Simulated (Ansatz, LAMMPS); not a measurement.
# Structural relaxation of Zn2+ triflate in diglyme, from a frame at 330 K (103 atoms), part 3 of 3

How does Zn2+ triflate in diglyme, from a frame at 330 K (103 atoms) relax, and what do bonds, charges and levels look like afterwards?

Ansatz 0.2.0; Kohn-Sham DFT, PBE+D3(BJ), PAW (set soft_2), plane waves.

The cell: 22 C, 21 O, 42 H, 4 S, 12 F and 2 Zn. The network of contacts between molecules at the start is that of the classical potential that made the cell. The density was typed from a rule of thumb and may lie off the real one at this temperature. Only the Γ point is sampled, in a cell whose shortest periodic width is 11 Å.

So far. Step 4 (Relaxation): The relaxation changed the energy by -73.6 meV/atom, and atoms moved by 0.81 Å r.m.s., 2.7 Å at most.

## 6. Single point at the relaxed geometry

One more single point at the end of the walk gives the fuller output and checks the residual forces.

The input, input.yaml:

```yaml
crystal:
  lattice:
    - [10.74009, 0.0, 0.0]
    - [0.0, 10.74009, 0.0]
    - [0.0, 0.0, 10.74009]
  atoms:
    - { symbol: C, position: [0.23317, 0.80787, 0.05454] }
    - { symbol: O, position: [0.18584, 0.68859, 0.01644] }
    - { symbol: C, position: [0.06474, 0.6622, 0.0659] }
    - { symbol: C, position: [0.02249, 0.53903, 0.0108] }
    - { symbol: O, position: [0.04957, 0.53186, 0.87942] }
    - { symbol: C, position: [0.96491, 0.5986, 0.79825] }
    - { symbol: C, position: [0.00807, 0.73068, 0.77275] }
    - { symbol: O, position: [0.13628, 0.72287, 0.73642] }
    - { symbol: C, position: [0.18684, 0.83909, 0.69391] }
    - { symbol: H, position: [0.17187, 0.88219, 0.01971] }
    - { symbol: H, position: [0.32689, 0.81676, 0.01662] }
    - { symbol: H, position: [0.23864, 0.81131, 0.15646] }
    - { symbol: H, position: [0.00088, 0.73906, 0.04246] }
    - { symbol: H, position: [0.06995, 0.65383, 0.16775] }
    - { symbol: H, position: [0.07361, 0.46136, 0.05261] }
    - { symbol: H, position: [0.92268, 0.52413, 0.02749] }
    - { symbol: H, position: [0.96501, 0.54565, 0.71117] }
    - { symbol: H, position: [0.87065, 0.59759, 0.83799] }
    - { symbol: H, position: [0.95269, 0.77032, 0.69635] }
    - { symbol: H, position: [0.99846, 0.79316, 0.85352] }
    - { symbol: H, position: [0.28195, 0.81982, 0.66327] }
    - { symbol: H, position: [0.13025, 0.8739, 0.61616] }
    - { symbol: H, position: [0.18634, 0.90888, 0.76886] }
    - { symbol: C, position: [0.0955, 0.11853, 0.40448] }
    - { symbol: O, position: [0.97614, 0.1791, 0.41323] }
    - { symbol: C, position: [0.87588, 0.09304, 0.38688] }
    - { symbol: C, position: [0.75433, 0.16048, 0.40421] }
    - { symbol: O, position: [0.75671, 0.20829, 0.52913] }
    - { symbol: C, position: [0.64121, 0.26487, 0.57094] }
    - { symbol: C, position: [0.54472, 0.16827, 0.60378] }
    - { symbol: O, position: [0.48958, 0.12047, 0.49284] }
    - { symbol: C, position: [0.40344, 0.02358, 0.51951] }
    - { symbol: H, position: [0.10123, 0.04309, 0.47339] }
    - { symbol: H, position: [0.16701, 0.18789, 0.42389] }
    - { symbol: H, position: [0.10698, 0.08132, 0.3098] }
    - { symbol: H, position: [0.88549, 0.05991, 0.29035] }
    - { symbol: H, position: [0.88295, 0.01396, 0.45179] }
    - { symbol: H, position: [0.67593, 0.09589, 0.39319] }
    - { symbol: H, position: [0.74355, 0.23801, 0.33762] }
    - { symbol: H, position: [0.60742, 0.32936, 0.49912] }
    - { symbol: H, position: [0.66581, 0.31862, 0.6541] }
    - { symbol: H, position: [0.4725, 0.21248, 0.66211] }
    - { symbol: H, position: [0.58856, 0.0932, 0.6586] }
    - { symbol: H, position: [0.45036, 0.94085, 0.55815] }
    - { symbol: H, position: [0.33168, 0.05573, 0.58549] }
    - { symbol: H, position: [0.3592, 0.99833, 0.43102] }
    - { symbol: C, position: [0.57232, 0.98511, 0.12851] }
    - { symbol: O, position: [0.46802, 0.92132, 0.1787] }
    - { symbol: C, position: [0.50142, 0.82909, 0.26837] }
    - { symbol: C, position: [0.54327, 0.70563, 0.2144] }
    - { symbol: O, position: [0.43937, 0.64378, 0.1597] }
    - { symbol: C, position: [0.46828, 0.51891, 0.12644] }
    - { symbol: C, position: [0.34816, 0.45112, 0.09356] }
    - { symbol: O, position: [0.32042, 0.44159, 0.96207] }
    - { symbol: C, position: [0.39583, 0.34708, 0.90349] }
    - { symbol: H, position: [0.64081, 0.92146, 0.0864] }
    - { symbol: H, position: [0.5378, 0.04743, 0.05542] }
    - { symbol: H, position: [0.61924, 0.04128, 0.20078] }
    - { symbol: H, position: [0.41819, 0.8127, 0.32557] }
    - { symbol: H, position: [0.57515, 0.86482, 0.33062] }
    - { symbol: H, position: [0.61834, 0.71785, 0.1451] }
    - { symbol: H, position: [0.58135, 0.64847, 0.29078] }
    - { symbol: H, position: [0.53473, 0.51632, 0.04783] }
    - { symbol: H, position: [0.5136, 0.47171, 0.20584] }
    - { symbol: H, position: [0.35013, 0.35548, 0.13003] }
    - { symbol: H, position: [0.27006, 0.50052, 0.13643] }
    - { symbol: H, position: [0.35842, 0.33122, 0.81049] }
    - { symbol: H, position: [0.38897, 0.26082, 0.95836] }
    - { symbol: H, position: [0.49329, 0.37724, 0.89655] }
    - { symbol: O, position: [0.58017, 0.55553, 0.75427] }
    - { symbol: S, position: [0.5082, 0.66948, 0.74324] }
    - { symbol: O, position: [0.47078, 0.70991, 0.61965] }
    - { symbol: O, position: [0.40624, 0.68129, 0.83875] }
    - { symbol: C, position: [0.6152, 0.79564, 0.79948] }
    - { symbol: F, position: [0.70447, 0.81661, 0.71391] }
    - { symbol: F, position: [0.55265, 0.90237, 0.81888] }
    - { symbol: F, position: [0.67168, 0.76232, 0.90716] }
    - { symbol: O, position: [0.76423, 0.49428, 0.26167] }
    [... 19 atom lines left out ...]
    - { symbol: C, position: [0.29418, 0.46295, 0.45215] }
    - { symbol: F, position: [0.26256, 0.38809, 0.35629] }
    - { symbol: F, position: [0.25685, 0.57906, 0.42721] }
    - { symbol: F, position: [0.41826, 0.46123, 0.46484] }
    - { symbol: Zn, position: [0.92919, 0.30924, 0.55135] }
    - { symbol: Zn, position: [0.2424, 0.59258, 0.85208] }
kpoints:
  mp_grid: { grid: [1, 1, 1] }
hamiltonian:
  xc: pbe
  dispersion: d3bj
scf:
  occupations: { method: fixed }
output:
  forces: true
  stress: true
  populations: true
  dos:
    method: { smearing: { sigma: 0.1 } }
    de: 0.1
    projected: { site_lists: { C: [C], F: [F], H: [H], O: [O], S: [S] } }
  eigenvalues: true
  write_density: true
  write_potential: true
  volumetric_format: npy
  elf: true
```

Command:

```
$ ansatz run input.yaml --threads 4 --pin off --max-ram 8192MiB --backend cpu --events-out ev --progress --plain --runs-dir out
```

Numbers of over 12 decimals in the logs are rounded to 6 here.

What it wrote:

```text
[...]
Crystal: 103 atoms, lattice volume = 1238.864 Å³
Basis set: ecut = 420 eV, 24207 PW (Γ), exchange–correlation on 144×144×144 points (8 copies of the dense FFT grid, shifted against one another)
Bands: 297, of which v1, the nominal top of the filled ones, is band 194 counted from 1 (193 counted from 0)
Symmetry: 1 space group operations
[...]
k-points: 1
[...]
SCF iter   1: F=—  HF=-38040.777066 eV  |F-HF|=—  |Δ(HF+E_count)|=         —  Δρ=5.05e-3  dr2=4.82e-1  ethr=1.77e-3  ⟨swp⟩=4.0  Hψ=1105  notcnv=0  defer=101
[...]
SCF iter  10: F=-38040.639308 eV  HF=-38040.639308 eV  |F-HF|=5.15e-8  |Δ(HF+E_count)|=   1.43e-8  Δρ=2.60e-6  dr2=8.59e-8  ethr=2.58e-11  ⟨swp⟩=21.0  Hψ=2841  notcnv=0
SCF 1 converged in 10 iterations: F = -38040.639308 eV  dr2 = 8.59e-8
[...]
WARN: The input density's exchange-correlation potential varies sharply where the density is thin. Do not read a vacuum level from v_tot or v_xc, or from such a field of the output density. On a cell that repeats whose density bears no net charge and no dipole along the vacuum's axis use v_es (v_loc + v_h of the components); [...]
SCF converged after 10 iterations
Free energy (F): -38040.639308 eV
[...]
Internal energy: -38040.639308 eV  (E = F + TS)
E sigma→0 (E₀):  -38040.639308 eV
Fermi energy:    0.005043 eV
[...]
--- Forces (eV/Å), atoms counted from 1 ---
  atom   1  C      0.00041280     0.00242263    -0.00107945
  atom   2  O     -0.00015229    -0.00049787    -0.00103627
  atom   3  C     -0.00387670     0.00162716    -0.00490942
  atom   4  C      0.00219701    -0.00016482     0.00070249
  atom   5  O     -0.00136863     0.00244279     0.00320500
  atom   6  C     -0.00079489    -0.00079872    -0.00038015
  atom   7  C      0.00165667    -0.00088194     0.00323708
  atom   8  O     -0.00131987     0.00265895     0.00208084
  atom   9  C     -0.00164285    -0.00432378    -0.00457216
  atom  10  H      0.00216912    -0.00317376     0.00211403
  atom  11  H     -0.00181628    -0.00094985     0.00189141
  atom  12  H      0.00044280     0.00032887    -0.00178524
  atom  13  H      0.00172248    -0.00203932     0.00103145
  atom  14  H      0.00000752    -0.00040176    -0.00023770
[...]
atom 102  Zn    -0.00003061    -0.00110294    -0.00304522
  atom 103  Zn     0.00478787     0.00033588     0.00253101
  max |Σ_I F_I| component: 1.43e-4 eV/Å
--- Stress (GPa, compression-positive) ---
       -0.041563      -0.023184       0.067741
       -0.023183      -0.168736       0.077750
        0.067742       0.077750      -0.045764
  P = ⅓ Tr σ = -0.0854 GPa (-0.854 kbar)
--- Band table (eV) ---
[...]
--- Löwdin populations: 103 sites ---
  site symbol       q [e]
     0      C      4.2280
     1      O      6.3786
     2      C      4.0791
[...]
102     Zn     10.5043
  spilling = 0.014272 (of n_electrons = 388.000000)
```

Wall time 8.6 s (4 threads of Intel Xeon Platinum 8488C (Sapphire Rapids), shared host); peak memory 1.5 GiB.

The program notes that the exchange-correlation potential is rough where the density is thin.

Read from the output:

```yaml
free_energy: -38040.6393 eV
free_energy_per_atom: -369.3266 eV/atom
scf_cycles: 10
pressure: -0.08535 GPa
r_m_s_force_component: 0.00346 eV/Å
longest_force: 0.02351 eV/Å
fermi_energy: 0.005043 eV
spacing_of_highest_filled_and_lowest_empty_level: 4.38 eV
spilling_of_the_projection: 0.01427
```

Löwdin charges by element and coordination (they lack the spilled electrons, 0.054 e an atom on average):

```
element  coordination  atoms  mean charge (e)  spread   least    most
      C           all     22           0.0237    0.31  -0.232   0.678
      F           all     12           -0.217   0.011  -0.234  -0.200
      H           all     42            0.195  0.0192   0.156   0.238
      O           all     21           -0.604   0.209  -0.856  -0.344
      O             1      7           -0.743  0.0104  -0.761  -0.726
      O             2      8           -0.653   0.238  -0.856  -0.344
      O             3      6           -0.378  0.0063  -0.385  -0.369
      S           all      4             2.28   0.005    2.27    2.28
     Zn           all      2             1.50  0.0061    1.50    1.51
     Zn             5      1             1.51       0    1.51    1.51
     Zn             6      1             1.50       0    1.50    1.50
```

States in the cell by windows of 1 eV, zero at the Fermi level; the larger projections on atomic orbitals stand beside the total:

```
from (eV)  to (eV)  total   O p   C p   F p  H s  C s
      -14      -13    4.7   0.8   0.5   0.0  0.8  2.4
      -13      -12   11.3   0.8   0.7   2.6  0.7  3.2
      -12      -11    8.5   1.5   0.8   0.0  2.2  3.5
      -11      -10   14.3   1.8   2.4   2.7  1.6  2.2
      -10       -9   22.0   1.2   4.3  10.5  1.9  1.9
       -9       -8   11.0   3.0   1.6   2.2  0.6  0.6
       -8       -7   16.1   5.3   6.3   0.2  2.1  0.4
       -7       -6   30.8  10.9   9.4   1.8  3.3  0.3
       -6       -5   55.4  10.2   7.1  20.8  3.2  0.3
       -5       -4   44.5   4.9   8.1  20.4  4.1  0.2
       -4       -3   30.1  10.3  11.2   0.6  6.1  0.1
       -3       -2   31.0  21.8   3.2   0.8  2.2  0.2
       -2       -1   25.9  18.1   2.8   1.1  2.1  0.5
       -1        0   11.1   8.7   0.8   0.0  1.3  0.0
        0        1    1.2   0.9   0.1   0.0  0.2  0.0
        1        4    0.0   0.0   0.0   0.0  0.0  0.0
        4        5    6.0   0.3   1.0   0.1  0.7  0.4
```

With fixed occupations the program's Fermi level is the highest filled level; weight inside the gap is the broadening of levels at its edges.

Between -26 and -14 eV lie 62 more states.

Not all projections were asked for or kept, so they needn't add up to the total.

The levels nearest the highest filled one (over half full), pooled over k-points and spins:

```
level less the highest filled one (eV)  occupation
                                -0.957           2
                                -0.933           2
                                -0.723           2
                                -0.224           2
                               -0.0751           2
                                     0           2
                                  4.38           0
                                  4.54           0
                                  4.76           0
                                  5.34           0
                                  5.40           0
                                  5.56           0
```

Valence density in the bc plane at fractional x = 0.239, with atoms of C and H and O and F and Zn within 0.2 Å of it. It is the smooth field of the valence electrons, not physical close to the nuclei.

Ten steps, logarithmic in the rise over the least value, from '_' (0 e/Å³) to '@' (26 e/Å³), each cell a mean:
```
______________________....::....____..::--::::........______
________________________..........::::::....________________
____________________________....==##%%==..__________________
______________________________::++@@@@**::__________________
____________________________....--++++--..__________....____
__________________________..----::::......____....::::::..__
______________________..::==++++==..________..::------::..__
____________..::----::::--==****==..________..::====--..____
____________::++**++==----======::..__________..----::..____
____________--++****==--::----::..______________....________
____________..--====--------::..____________________________
______________........::----::........______________________
______________________..::------==**++::____________________
____________________..------::--**##**--____________________
__________________..==****==::::==**++::____________________
__________________..==####==..__..::..______________________
____________________::====::________________________________
______________________....__________________________________
____________________________________________________________
____________________________....______________::--::..______
__________________________..::::..__________..--==--..______
__________________________........____......::--==--::______
____________________________________..::------======::..____
________________________......______..--====--------::..____
```
Columns run along b (10.7 Å), rows up along c (10.7 Å). Atoms in or near the plane, at fractional coordinates: C at (0.81, 0.05), H at (0.81, 0.16), O at (0.28, 0.61), F at (0.58, 0.43), Zn at (0.59, 0.85).

ELF in the bc plane at fractional x = 0.239, with atoms of C and H and O and F and Zn within 0.2 Å of it. It is the smooth field of the valence electrons, not physical close to the nuclei.

Ten even steps from '_' (0.00 × 1e-1) to '@' (9.97 × 1e-1), each cell a mean:
```
____________________::**%%%%**::____::++##**--::==++++++--..
______......________..==####++..........::::..__........____
______......__________..::::....________..__________________
________..____________________..________..__________--++++::
::________________________........____......______==%%@@@@%%
::______________________--**##**--....__........--**%%@@@@%%
____________::====--....++########==____......--######****--
__________--**##%%**==--**##**##%%**..______..**@@@@##==..__
__....____==%%%%****##====########++..______::##@@%%**::____
..----____==%%%%****##--..==++--::..________..==**++--..____
__....____::**%%####**++**%%**::______________........______
____________..--==--::++%%@@##::::==++==..__________________
________..::..________..++##++==**##%%##--__________________
________==##++____..========--++##**####--..________________
________--##==____++%%####**::--##%%%%**::__________________
________..::..__..**%%######::__==****==..__________________
__________________--**##%%##::____....______________________
____________________::----::__________________::==--..______
____________________________::--::__________==%%@@@@##::____
________________________..++@@@@%%--________**@@@@@@@@==____
__________________::::..--%%@@@@@@--________++@@@@@@##--____
______________________..::++%%%%++....====--==**##**++::..__
__________________________....::____==%%%%**++--__--**++--..
______________________--====::____..++%%%%##++====**####++::
```
Columns run along b (10.7 Å), rows up along c (10.7 Å). Atoms in or near the plane, at fractional coordinates: C at (0.81, 0.05), H at (0.81, 0.16), O at (0.28, 0.61), F at (0.58, 0.43), Zn at (0.59, 0.85).

Mean Löwdin charges: C +0.02, F -0.22, H +0.20, O -0.60, S +2.28, Zn +1.50 e (they miss 1.4 % of the electrons, so they add up to more than the cell's charge).

Local excerpt of 8 atoms (numbers count through the whole input) about Zn103, one of the 2 Zn atoms; x, y, z are measured from there.

```
 atom      x      y      z  distance (Å)  bonds  Löwdin charge (e)
Zn103   0.00   0.00   0.00          0.00      6               1.50
  O73   1.76   0.95  -0.14          2.01      2              -0.86
  O97   0.24  -1.10  -1.72          2.06      2              -0.82
   O2  -0.61   1.03   1.77          2.13      3              -0.38
  O54   0.84  -1.62   1.18          2.17      3              -0.38
   O8  -1.14   1.40  -1.24          2.19      3              -0.37
   O5  -2.07  -0.65   0.29          2.19      3              -0.37
   C4  -2.36  -0.58   1.70          2.97      4              -0.07
```

The column of bonds counts only the pairs H-C within 1.34 Å, C-C within 1.85 Å, C-O within 1.73 Å, C-F within 1.62 Å, C-S within 2.21 Å, O-S within 1.93 Å, O-Zn within 2.50 Å; other neighbours, such as metal atoms beside each other in a compound, aren't counted, and periodic images can show an atom twice.

## 7. Summary of results

- energy change in the relaxation: -73.55 meV/atom
- r.m.s. displacement: 0.806 Å
- largest displacement: 2.669 Å
- free energy per atom: -369.3266 eV/atom
- pressure: -0.08535 GPa
- r.m.s. force component: 0.00346 eV/Å
- gap (highest filled to lowest empty level): 4.38 eV
- wall time of the 3 DFT runs: 4.3 min

**Reading.** Relaxation lowers the energy by 73.6 meV/atom and moves atoms by 0.81 Å r.m.s.; the r.m.s. force component goes from 1.1 to 0.0035 eV/Å, the pressure goes from 3.2 to -0.085 GPa, and the gap from 4.34 to 4.38 eV. By the final cutoffs no bond was broken or made. From the first step to the last the energy fell by 7.576 eV, and the largest move was 2.67 Å (F85). The O-Zn bonds change most in mean length: from 1.899 Å (spread 0.139) to 2.095 Å (spread 0.076). With the cutoffs above, all C atoms have 4, all F atoms have 1, all H atoms have 1 and 38 % of O atoms have 2 bonded neighbours. The highest filled and lowest empty levels differ by 4.38 eV (at Γ alone); a semilocal functional tends to put such gaps too low. In a disordered cell it changes from sample to sample and from frame to frame.

What to keep in mind: The network of contacts between molecules at the start is that of the classical potential that made the cell; in DFT atoms moved by 0.81 Å r.m.s.

[Logs are printed without paths, hosts, clocks, repeated set-up lines and the standing remarks that a program may print on its own settings, such as how far it seeks lower states.]

[Hosts, paths, dates, database ids (printed as entryN), source tags and the programs' standing remarks are cut or masked in the printed files.]
